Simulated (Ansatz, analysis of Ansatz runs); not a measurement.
# Interstitial H in bcc V, hop from a tetrahedral to the next tetrahedral site: migration barrier against experiment, part 2 of 2

Aim: the migration barrier of interstitial H in bcc V, hop from a tetrahedral to the next tetrahedral site, to be set beside the measurement. Set-up: LDA, 32-site cell, LDA lattice, 420 eV, k: 4x4x4 Gamma-centred. The model is a cell of 32 host atoms with 1 H put in. The barrier is the energy of the highest image of a climbing band over the relaxed site that the atom leaves. A local or semilocal functional is the cheapest first rung.

Ansatz 0.2.0; LDA, 32-site cell, LDA lattice, 420 eV, k: 4x4x4 Gamma-centred.

So far: Set-up; Relaxation, charge 0.

**3. Nudged elastic band**

A band of images joins the two ends; its highest image climbs to the saddle, whose energy over the site left is the barrier.

This step: plane-wave PAW DFT, LDA; nudged elastic band between two relaxed defect structures at fixed charge.

Contents of neb/input.yaml:

```yaml
crystal:
  lattice:
    - [0.0, 5.85081538, 5.85081538]
    - [5.85081538, 0.0, 5.85081538]
    - [5.85081538, 5.85081538, 0.0]
  atoms:
    - { symbol: V, position: [-0.000340148, -0.000668098, 0.000668098] }
    - { symbol: V, position: [0.12409884, 0.122814556, 0.12684393] }
    - { symbol: V, position: [0.251242674, 0.24909884, 0.247814556] }
    - { symbol: V, position: [0.378053477, 0.371946523, 0.363504967] }
    - { symbol: V, position: [-0.002185444, 0.00184393, 0.501242674] }
    - { symbol: V, position: [0.124358096, 0.123840461, 0.626730494] }
    - { symbol: V, position: [0.246946523, 0.238504967, 0.761495033] }
    - { symbol: V, position: [0.375422359, 0.374577641, 0.87671173] }
    - { symbol: V, position: [-0.001159539, 0.501730494, 7.0949e-05] }
    - { symbol: V, position: [0.124480673, 0.625519327, 0.125013612] }
    - { symbol: V, position: [0.249577641, 0.75171173, 0.24828827] }
    - { symbol: V, position: [0.376730494, 0.875070949, 0.374358096] }
    - { symbol: V, position: [-0.00171173, 0.500422359, 0.499577641] }
    - { symbol: V, position: [0.113504967, 0.636495033, 0.628053477] }
    - { symbol: V, position: [0.248269506, 0.751159539, 0.750641904] }
    - { symbol: V, position: [0.373757326, 0.87315607, 0.877185444] }
    - { symbol: V, position: [0.500519327, 1.3612e-05, -1.3612e-05] }
    - { symbol: V, position: [0.625340148, 0.124659852, 0.124331902] }
    - { symbol: V, position: [0.750070949, 0.249358096, 0.248840461] }
    - { symbol: V, position: [0.87684393, 0.376242674, 0.37409884] }
    - { symbol: V, position: [0.500641904, -7.0949e-05, 0.498269506] }
    - { symbol: V, position: [0.62671173, 0.12328827, 0.625422359] }
    - { symbol: V, position: [0.749986388, 0.249480673, 0.750519327] }
    - { symbol: V, position: [0.874929051, 0.373269506, 0.876159539] }
    - { symbol: V, position: [0.50090116, 0.498757326, -0.00184393] }
    - { symbol: V, position: [0.626159539, 0.625641904, 0.124929051] }
    - { symbol: V, position: [0.750668098, 0.750340148, 0.249659852] }
    - { symbol: V, position: [0.875013612, 0.874986388, 0.374480673] }
    - { symbol: V, position: [0.511495033, 0.503053477, 0.496946523] }
    - { symbol: V, position: [0.627185444, 0.62590116, 0.623757326] }
    - { symbol: V, position: [0.74815607, 0.752185444, 0.75090116] }
    - { symbol: V, position: [0.874331902, 0.875668098, 0.875340148] }
    - { symbol: H, position: [0.3125, 0.4375, 0.5625] }
basis:
  ecutwfc: 420
  xc_grid: 2
hamiltonian:
  xc: lda
kpoints:
  mp_grid: { grid: [4, 4, 4] }
scf:
  occupations: { method: methfessel_paxton, width: 0.1 }
  max_iter: 120
output:
  forces: true
neb:
  images: 3
  f_tol: 0.04
  climbing: true
  initial_path: idpp
  max_iterations: 45
  order_check: false
  final_atoms:
    - { symbol: V, position: [-0.000373712, 4.8435e-05, -4.8435e-05] }
    - { symbol: V, position: [0.126388967, 0.12284913, 0.126809594] }
[... 1 atom line left out ...]
    - { symbol: V, position: [0.386641416, 0.37198149, 0.363469775] }
[... 1 atom line left out ...]
    - { symbol: V, position: [0.124723961, 0.123323574, 0.62538723] }
    - { symbol: V, position: [0.253199707, 0.238539781, 0.761460219] }
    - { symbol: V, position: [0.375788367, 0.373304367, 0.876124633] }
[... 2 atom lines left out ...]
    - { symbol: V, position: [0.250568427, 0.751746431, 0.248253569] }
[... 1 atom line left out ...]
    - { symbol: V, position: [-0.011349028, 0.503088515, 0.496911485] }
    - { symbol: V, position: [0.122092681, 0.636530225, 0.62801851] }
[... 4 atom lines left out ...]
    - { symbol: V, position: [0.751990791, 0.249133505, 0.247779125] }
[... 2 atom lines left out ...]
    - { symbol: V, position: [0.625217367, 0.123875367, 0.626695633] }
[... 1 atom line left out ...]
    - { symbol: V, position: [0.873434766, 0.37461277, 0.876676426] }
[... 4 atom lines left out ...]
    - { symbol: V, position: [0.501857622, 0.500457235, 0.499542765] }
[... 3 atom lines left out ...]
    - { symbol: H, position: [0.187646194, 0.437535003, 0.562464997] }
```

Started as:

```sh
$ ansatz run input.yaml --threads 4 --pin off --max-ram 7536MiB --backend cpu --events-out ev --progress --plain --runs-dir out
```

Numbers of over 12 decimals in the logs are rounded to 6 here.

Log:

```text
[...]
Warning: neb: disabling space-group detection — the band's intermediate images generally break the endpoint symmetry, so no spatial operation reduces the k-mesh or symmetrises the density, except that a semilocal band can use its path's symmetry ahead of [...]
[...]
NEB image 0
Crystal: 33 atoms, lattice volume = 400.571 Å³
Basis set: ecut = 420 eV, 7799 PW (Γ), exchange–correlation on 120×120×120 points (8 copies of the dense FFT grid, shifted against one another)
Bands: 251, of which v1, the nominal top of the filled ones, is band 209 counted from 1 (208 counted from 0)
Symmetry: 1 space group operations
k-points: 36 of 64 (time reversal used)
[...]
SCF iter   1: F=—  HF=-91550.743898 eV  |F-HF|=—  |Δ(HF+E_count)|=         —  Δρ=9.97e-3  dr2=2.65e-1  ethr=1.77e-3  ⟨swp⟩=7.4  Hψ=32987  notcnv=0
[...]
SCF iter   7: F=-91550.725758 eV  HF=-91550.725758 eV  |F-HF|=3.75e-8  |Δ(HF+E_count)|=   6.29e-8  S|Δr|=    0.00e0  Δρ=3.95e-6  dr2=5.06e-8  ethr=2.40e-11  ⟨swp⟩=4.0  Hψ=26936  notcnv=0
SCF 1 converged in 7 iterations: F = -91550.725758 eV  dr2 = 5.06e-8
[...]
NSCF: frozen V_eff on 36 k-points
NEB image 4
SCF iter   1: F=—  HF=-91550.742122 eV  |F-HF|=—  |Δ(HF+E_count)|=         —  Δρ=9.95e-3  dr2=2.67e-1  ethr=1.77e-3  ⟨swp⟩=7.6  Hψ=32790  notcnv=0
[...]
SCF iter   7: F=-91550.725757 eV  HF=-91550.725757 eV  |F-HF|=3.69e-8  |Δ(HF+E_count)|=   9.71e-8  S|Δr|=    0.00e0  Δρ=3.23e-6  dr2=4.26e-8  ethr=2.40e-11  ⟨swp⟩=2.0  Hψ=28309  notcnv=0
SCF 2 converged in 7 iterations: F = -91550.725757 eV  dr2 = 4.26e-8
[...]
NEB end point (image 0): max|allowed force component| = 1.089e-2 eV/Å (the criterion of neb.relax_end_points is 1.000e-2)
NEB end point (image 4): max|allowed force component| = 1.087e-2 eV/Å (the criterion of neb.relax_end_points is 1.000e-2)
NEB image 1
SCF iter   1: F=—  HF=-91550.634443 eV  |F-HF|=—  |Δ(HF+E_count)|=         —  Δρ=1.04e-2  dr2=3.90e-1  ethr=1.77e-3  ⟨swp⟩=7.4  Hψ=32486  notcnv=0  defer=1
[...]
SCF iter   7: F=-91550.613135 eV  HF=-91550.613135 eV  |F-HF|=4.98e-8  |Δ(HF+E_count)|=   1.15e-7  S|Δr|=    0.00e0  Δρ=3.53e-6  dr2=5.82e-8  ethr=2.40e-11  ⟨swp⟩=2.2  Hψ=31897  notcnv=0
SCF 3 converged in 7 iterations: F = -91550.613135 eV  dr2 = 5.82e-8
NEB image 2
SCF iter   1: F=—  HF=-91550.545263 eV  |F-HF|=—  |Δ(HF+E_count)|=         —  Δρ=1.07e-2  dr2=4.53e-1  ethr=1.77e-3  ⟨swp⟩=7.4  Hψ=32465  notcnv=0
the mixing steps aren't corrected for partly filled atomic shells, since the memory limit or a GPU had no room for it. The iterations and, of several solutions, the one reached can differ
SCF iter   2: F=—  HF=-91550.553017 eV  |F-HF|=—  |Δ(HF+E_count)|=   7.75e-3  S|Δr|=    0.00e0  Δρ=1.05e-2  dr2=6.32e-1  ethr=1.09e-4  ⟨swp⟩=2.0  Hψ=12796  notcnv=0  defer=857
[...]
SCF iter  14: F=-91550.517503 eV  HF=-91550.517503 eV  |F-HF|=1.42e-8  |Δ(HF+E_count)|=   3.00e-8  S|Δr|=    0.00e0  Δρ=1.83e-6  dr2=1.97e-8  ethr=2.40e-11  ⟨swp⟩=2.0  Hψ=20575  notcnv=0
SCF 4 converged in 14 iterations: F = -91550.517503 eV  dr2 = 1.97e-8
NEB image 3
SCF iter   1: F=—  HF=-91550.634158 eV  |F-HF|=—  |Δ(HF+E_count)|=         —  Δρ=1.04e-2  dr2=3.89e-1  ethr=1.77e-3  ⟨swp⟩=7.2  Hψ=32552  notcnv=0
[...]
SCF iter   7: F=-91550.613135 eV  HF=-91550.613135 eV  |F-HF|=4.93e-8  |Δ(HF+E_count)|=   1.15e-7  S|Δr|=    0.00e0  Δρ=3.54e-6  dr2=5.79e-8  ethr=2.40e-11  ⟨swp⟩=2.2  Hψ=32047  notcnv=0
SCF 5 converged in 7 iterations: F = -91550.613135 eV  dr2 = 5.79e-8
NEB iter   1: max|band force component| = 7.975e-1 eV/Å  barrier→ = 0.2083 eV  barrier← = 0.2083 eV  Δτ_max = 0.0447 Å  (42 SCF iters)
NEB image 1
[...]
iter 1 solved again at ethr=3.57e-5 eV; its pass at ethr=3.10e-3 eV (dr2=1.49e-1 eV) is discarded
[...]
SCF iter   7: F=-91550.672224 eV  HF=-91550.672224 eV  |F-HF|=3.45e-8  |Δ(HF+E_count)|=   5.54e-8  S|Δr|=    0.00e0  Δρ=2.32e-6  dr2=4.14e-8  ethr=2.40e-11  ⟨swp⟩=4.0  Hψ=23760  notcnv=0
SCF 6 converged in 7 iterations: F = -91550.672224 eV  dr2 = 4.14e-8
NEB image 2
[...]
SCF iter   7: F=-91550.607751 eV  HF=-91550.607751 eV  |F-HF|=5.66e-8  |Δ(HF+E_count)|=   8.86e-8  S|Δr|=    0.00e0  Δρ=2.99e-6  dr2=6.73e-8  ethr=2.40e-11  ⟨swp⟩=2.3  Hψ=28748  notcnv=0
SCF 7 converged in 7 iterations: F = -91550.607751 eV  dr2 = 6.73e-8
NEB image 3
[...]
SCF iter   7: F=-91550.672224 eV  HF=-91550.672224 eV  |F-HF|=3.44e-8  |Δ(HF+E_count)|=   5.55e-8  S|Δr|=    0.00e0  Δρ=2.32e-6  dr2=4.13e-8  ethr=2.40e-11  ⟨swp⟩=4.0  Hψ=23768  notcnv=0
SCF 8 converged in 7 iterations: F = -91550.672224 eV  dr2 = 4.13e-8
NEB iter   2: max|band force component| = 2.732e-1 eV/Å  barrier→ = 0.1180 eV  barrier← = 0.1180 eV  CI = image 2  Δτ_max = 0.0318 Å  (21 SCF iters)
NEB image 1
[...]
SCF iter   7: F=-91550.688862 eV  HF=-91550.688862 eV  |F-HF|=1.31e-8  |Δ(HF+E_count)|=   2.57e-8  S|Δr|=    0.00e0  Δρ=1.57e-6  dr2=1.68e-8  ethr=2.40e-11  ⟨swp⟩=3.0  Hψ=20452  notcnv=0
SCF 9 converged in 7 iterations: F = -91550.688862 eV  dr2 = 1.68e-8
NEB image 2
[...]
SCF iter   7: F=-91550.635169 eV  HF=-91550.635169 eV  |F-HF|=1.88e-8  |Δ(HF+E_count)|=   3.92e-8  S|Δr|=    0.00e0  Δρ=1.98e-6  dr2=2.46e-8  ethr=2.40e-11  ⟨swp⟩=3.1  Hψ=23243  notcnv=0
SCF 10 converged in 7 iterations: F = -91550.635169 eV  dr2 = 2.46e-8
NEB image 3
[...]
SCF iter   7: F=-91550.688862 eV  HF=-91550.688862 eV  |F-HF|=1.31e-8  |Δ(HF+E_count)|=   2.59e-8  S|Δr|=    0.00e0  Δρ=1.57e-6  dr2=1.67e-8  ethr=2.40e-11  ⟨swp⟩=3.1  Hψ=20429  notcnv=0
SCF 11 converged in 7 iterations: F = -91550.688862 eV  dr2 = 1.67e-8
NEB iter   3: max|band force component| = 1.152e-1 eV/Å  barrier→ = 0.0906 eV  barrier← = 0.0906 eV  CI = image 2  Δτ_max = 0.0217 Å  (21 SCF iters)
[...]
NEB iter   4: max|band force component| = 4.075e-2 eV/Å  barrier→ = 0.0863 eV  barrier← = 0.0863 eV  CI = image 2  Δτ_max = 0.0319 Å  (18 SCF iters)
NEB image 1
[...]
SCF iter   6: F=-91550.691011 eV  HF=-91550.691011 eV  |F-HF|=4.60e-8  |Δ(HF+E_count)|=   2.08e-8  S|Δr|=    0.00e0  Δρ=2.80e-6  dr2=4.83e-8  ethr=2.40e-11  ⟨swp⟩=3.1  Hψ=22631  notcnv=0
SCF 15 converged in 6 iterations: F = -91550.691011 eV  dr2 = 4.83e-8
NEB image 2
[...]
SCF iter   7: F=-91550.641110 eV  HF=-91550.641110 eV  |F-HF|=4.38e-9  |Δ(HF+E_count)|=   1.03e-8  S|Δr|=    0.00e0  Δρ=8.77e-7  dr2=5.13e-9  ethr=2.40e-11  ⟨swp⟩=3.0  Hψ=20030  notcnv=0
SCF 16 converged in 7 iterations: F = -91550.641110 eV  dr2 = 5.13e-9
NEB image 3
[...]
SCF iter   6: F=-91550.691011 eV  HF=-91550.691011 eV  |F-HF|=4.61e-8  |Δ(HF+E_count)|=   2.08e-8  S|Δr|=    0.00e0  Δρ=2.80e-6  dr2=4.83e-8  ethr=2.40e-11  ⟨swp⟩=3.2  Hψ=22647  notcnv=0
SCF 17 converged in 6 iterations: F = -91550.691011 eV  dr2 = 4.83e-8
NEB image 1
[...]
NEB image 3
[...]
NEB image 2
[...]
NEB iter   5: max|band force component| = 3.169e-2 eV/Å  barrier→ = 0.0846 eV  barrier← = 0.0846 eV  CI = image 2  Δτ_max = 0.0000 Å  (19 SCF iters)
SCF converged after 7 iterations
[...]
Free energy (F): -91550.641110 eV
[...]
Internal energy: -91550.634129 eV  (E = F + TS)
E sigma→0 (E₀):  -91550.639365 eV
Entropy (-TS):   -0.006981 eV (-0.212 meV/atom)
Fermi energy:    17.691899 eV
[...]
--- Forces (eV/Å), atoms counted from 1 ---
  atom   1  V     -0.00481577     0.00478764     0.00159016
  atom   2  V      0.00230194     0.00906700    -0.00906900
  [... 1 atom left out ...]
  atom   4  V     -0.00683590     0.00625139    -0.00625003
  [... 2 atoms left out ...]
  atom   7  V     -0.00742235    -0.00088776     0.00088604
  atom   8  V      0.00807699     0.01369560     0.00429850
  [... 2 atoms left out ...]
  atom  11  V     -0.00554600    -0.00071268     0.00071263
  [... 1 atom left out ...]
  atom  13  V     -0.00452759    -0.01355867    -0.00301758
  atom  14  V      0.03169335    -0.00018626     0.00018803
  [... 7 atoms left out ...]
  atom  22  V     -0.00939185     0.01196397     0.00370940
  [... 1 atom left out ...]
  atom  24  V      0.00807643    -0.00429615    -0.01369669
  [... 4 atoms left out ...]
  atom  29  V     -0.00452747     0.00301731     0.01355972
  [... 3 atoms left out ...]
  atom  33  H     -0.02953259    -0.01245470     0.01245511
  max |Σ_I F_I| component: 4.77e-6 eV/Å
--- Band table (eV; the first three rows and the last of 36) ---
[...]
[... further k-points left out ...]
this run last wrote the band of iteration 5 to <dir>
--- NEB band (5 images, 5 band iterations, 121 SCF iterations) ---
  forward barrier  = 0.084648 eV
  backward barrier = 0.084648 eV
  lagrangian_above_aufbau_ev (what the smearing adds, to first order; not taken off the barriers): saddle image -0.000133 eV, end points +0.007762 and +0.007760 eV
  climbing image's point = of an order that was not read
  energies are F+E_penalty+E_count in eV, relative to image 0
  image     s (Å)  Δ vs image 0  max|band force component| (eV/Å)
      0    0.0000      0.000000                                 —
      1    0.3108      0.034746                          1.351e-2
  *   2    0.6218      0.084648                          3.169e-2
      3    0.9328      0.034746                          1.351e-2
      4    1.2436      0.000000                                 —
  climbing-image geometry (image 2):
  cell:  # Å, volume = 400.5707 Å³
    - [0.0, 5.85081538, 5.85081538]
    - [5.85081538, 0.0, 5.85081538]
    - [5.85081538, 5.85081538, 0.0]
  atoms:
    - { symbol: V, position: [0.003013, -0.000736, 0.000782] }
    - { symbol: V, position: [0.124679, 0.123999, 0.126789] }
    - { symbol: V, position: [0.253877, 0.246206, 0.246694] }
    - { symbol: V, position: [0.391318, 0.363644, 0.353867] }
    - { symbol: V, position: [-0.004244, 0.005812, 0.502822] }
    - { symbol: V, position: [0.126138, 0.125347, 0.625380] }
    - { symbol: V, position: [0.250017, 0.243718, 0.756395] }
    - { symbol: V, position: [0.373986, 0.374639, 0.874644] }
    - { symbol: V, position: [-0.003806, 0.502406, 0.005353] }
    - { symbol: V, position: [0.124392, 0.623892, 0.128152] }
    - { symbol: V, position: [0.250040, 0.751760, 0.248307] }
    - { symbol: V, position: [0.375762, 0.871837, 0.376087] }
    - { symbol: V, position: [0.002255, 0.498746, 0.501301] }
    - { symbol: V, position: [0.108828, 0.646078, 0.636411] }
    - { symbol: V, position: [0.246324, 0.753202, 0.753734] }
    - { symbol: V, position: [0.375468, 0.873184, 0.876026] }
    - { symbol: V, position: [0.497088, -0.000736, 0.000782] }
    - { symbol: V, position: [0.629993, 0.118548, 0.121611] }
    - { symbol: V, position: [0.753370, 0.246206, 0.246694] }
    - { symbol: V, position: [0.873779, 0.375290, 0.377298] }
    - { symbol: V, position: [0.504026, -0.005433, 0.497527] }
    - { symbol: V, position: [0.623281, 0.125347, 0.625380] }
    - { symbol: V, position: [0.750039, 0.250247, 0.749822] }
    - { symbol: V, position: [0.876877, 0.374639, 0.874644] }
    - { symbol: V, position: [0.504466, 0.497153, -0.005939] }
    - { symbol: V, position: [0.623710, 0.623892, 0.128152] }
    - { symbol: V, position: [0.750058, 0.744685, 0.255344] }
    - { symbol: V, position: [0.876460, 0.871837, 0.376087] }
    - { symbol: V, position: [0.497845, 0.498746, 0.501301] }
    - { symbol: V, position: [0.626378, 0.622687, 0.624703] }
    - { symbol: V, position: [0.746886, 0.753202, 0.753734] }
    - { symbol: V, position: [0.870187, 0.878351, 0.881422] }
    - { symbol: H, position: [0.249923, 0.459685, 0.540616] }
```

The job ended after 50 min (4 threads of Arm Neoverse V1, shared host; peak memory 6.8 GiB).

The path, image by image:

| image | path (Å) | energy (eV) | H33: x, y, z (Å) |
| --- | --- | --- | --- |
| 0 | 0.000 | 0.0000 | 5.851, 5.119, 4.388 |
| 1 | 0.311 | 0.0347 | 5.851, 4.867, 4.327 |
| 2 | 0.622 | 0.0846 | 5.853, 4.625, 4.152 |
| 3 | 0.933 | 0.0347 | 5.851, 4.450, 3.910 |
| 4 | 1.244 | 0.0000 | 5.851, 4.389, 3.658 |

This step gave:

| Item | Value |
| --- | --- |
| free energy | -91550.6411 eV |
| smearing term TS | 0.006981 eV |
| barrier forward | 0.08465 eV |
| barrier backward | 0.08465 eV |

**4. Results**

* migration barrier (saddle less minimum): 0.08 eV
* energy difference of the two ends: 0.00 eV
* length of the hop: 1.03 Å
* time of the whole chain: 56 min on 4 threads

In words: Migration barrier: computed 0.08 eV, measured 0.046 eV; 0.04 eV above the measurement. The measured number is an Arrhenius activation energy of long-range diffusion; for H it holds zero-point energy and, in bcc metals near room temperature, tunnelling. One hop between neighbouring sites is computed at the host's lattice. Limits: the periodic copies of the defect are only 8.3 Å apart.

[Logs are printed without paths, hosts, clocks, repeated set-up lines and the standing remarks that a program may print on its own settings, such as how far it seeks lower states.]

[Hosts, paths, dates, database ids (printed as entryN), source tags and the programs' standing remarks are cut or masked in the printed files.]

[For some hosts the program warned that the k-mesh of the response run may be too coarse for force constants and the static dielectric constant; such warnings are not shown here.]
